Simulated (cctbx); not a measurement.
## Which space group?

Cell: a = 4.0730 Å, b = 4.0730 Å, c = 14.3670 Å, α = 90.00°, β = 90.00°, γ = 90.00°. Expected content of the cell: Sb2 Cd2 Se4 F2.

Simulated single-crystal data (cctbx): Mo Kα, λ = 0.71073 Å, to d = 0.77 Å, 70 % of the full sphere, strongest reflection 40000 counts, noise from counting, a 3 % proportional error and a noise floor of 8 counts (s.d.); no absorption.

A first pass over the reflections prints:

```text
1492 reflections to d = 0.771 A
centring   violations  <I/sigma> of those
    A        640 of   744     18.5
    B        650 of   760     18.2
    C        634 of   744     18.7
    I        595 of   742     16.1
    R        848 of  1002     17.9
    F        962 of  1124     18.4
Laue class    unique    Rint  (classes that these axes allow; Friedel mates merged)
P -1              989   0.023
P 1 2/m 1         614   0.025
P 1 1 2/m         568   0.025
P 2/m 1 1         611   0.026
P m m m           368   0.027
P 4/m             296   0.028
P 4/m m m         216   0.029
space group    extra absences  I>4sigma  <I/sigma>
P 4 2 2                 0          0         -  acentric
P 4 21 2                9          0       0.1  acentric
P 4 m m                 0          0         -  acentric
P -4 2 m                0          0         -  acentric
P -4 21 m               9          0       0.1  acentric
P -4 m 2                0          0         -  acentric
P 4/m m m               0          0         -  centric
P 4/n m m :1           31          0      -0.1  centric
P 4/n m m :2           31          0      -0.1  centric
Wilson B = 0.86 A^2   <|E^2-1|> = 0.838 (0.968 centric, 0.736 acentric)   E^2>4: 1.4 %
shell (A)         n   <I/sigma>
 7.18 - 1.54     38     41.9
 1.54 - 1.22     31     43.0
 1.22 - 1.07     24     50.8
 1.07 - 0.97     24     41.6
 0.97 - 0.90     29     43.9
 0.90 - 0.85     21     41.7
 0.85 - 0.81     22     33.7
 0.81 - 0.77     27     44.8
```

**Question.** What are the lattice type, the Laue class and the likely space group?

Every centring test has many violations, so the lattice is primitive.

Rint stays low (0.023 to 0.029) up to P 4/m m m, the highest class in these axes.

9 settings pass the absence test. The most absences obeyed, 31, belong to P 4/n m m alone.

⟨|E²−1|⟩ = 0.838 lies between the two ideal values. The Wilson B of 0.86 Å² means U ≈ 0.0109 Å².

The true group is P4/nmm (no. 129, origin choice 1), Laue class 4/mmm, centrosymmetric. The tables fix it.

The model is made up (kin elements in a known structure type, no relaxation), so it says nothing on whether the phase exists.

[Logs are printed without paths, hosts, clocks, repeated set-up lines and the standing remarks that a program may print on its own settings, such as how far it seeks lower states.]
